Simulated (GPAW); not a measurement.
# Calculated records

### A GW chain in GPAW: AlGaN2 (P-4m2)

It takes space group P-4m2 (No. 115, tetragonal). Conventional cell: a = 3.141 Å, b = 3.141 Å, c = 4.424 Å, α = 90.00°, β = 90.00°, γ = 90.00°. Al has 4 N at 1.89 Å nearest. Nearest to Ga lie 4 N at 1.95 Å. N has 2 Al at 1.89 Å and 2 Ga at 1.95 Å nearest. Farther neighbours and most contacts between anions are not listed.

```
method               : DFT, LDA, plane waves, PAW (and 1 further level or step)
program              : GPAW 26.7.0
settings of one run  : cutoff 600 eV, GPAW PAW setups 1.2.1 data release, 4×4×4 k-mesh, nbands 290
cost                 : 3 runs, 55 s in all on 4 MPI ranks of Arm Neoverse V2, shared host (the runs of this entry)
notes                : The cell and positions are those that the Materials Project relaxed with its own functionals (PBE, PBE+U or r2SCAN), kept fixed. Limits: no spin-orbit coupling. Bands and cutoff are finite, so the gap is not at the basis limit. The miss can reach some tenths of an eV and take either sign; the mesh is an error of its own. The 4×4×4 mesh is coarse for this cell, which bears on the long-range parts of exchange and screening.
LDA gap              : 2.93 eV, direct
G0W0 gap on the mesh : 4.45 eV
GW settings          : 4×4×4 mesh, 130 bands, screening to 120 eV, Godby-Needs plasmon pole
known limits         : not at the basis limit; no spin-orbit coupling; coarse k mesh
```

G0W0 moves the gap on the mesh from 2.93 eV to 4.45 eV (+1.51 eV), with Z of 0.79 and 0.82 at the edges. Only 1 of the mesh's irreducible points was corrected, so a valley elsewhere could overtake.

[Paths, hosts, dates, memory and timing lines, banners, echoed tables and standing remarks are left out of the program output.]

[Logs are printed without paths, hosts, clocks, repeated set-up lines and the standing remarks that a program may print on its own settings, such as how far it seeks lower states.]

[Runs of the session that timed out or met a known fault of the program may be left out.]

[Hosts, paths, dates, database ids (printed as entryN), source tags and the programs' standing remarks are cut or masked in the printed files.]
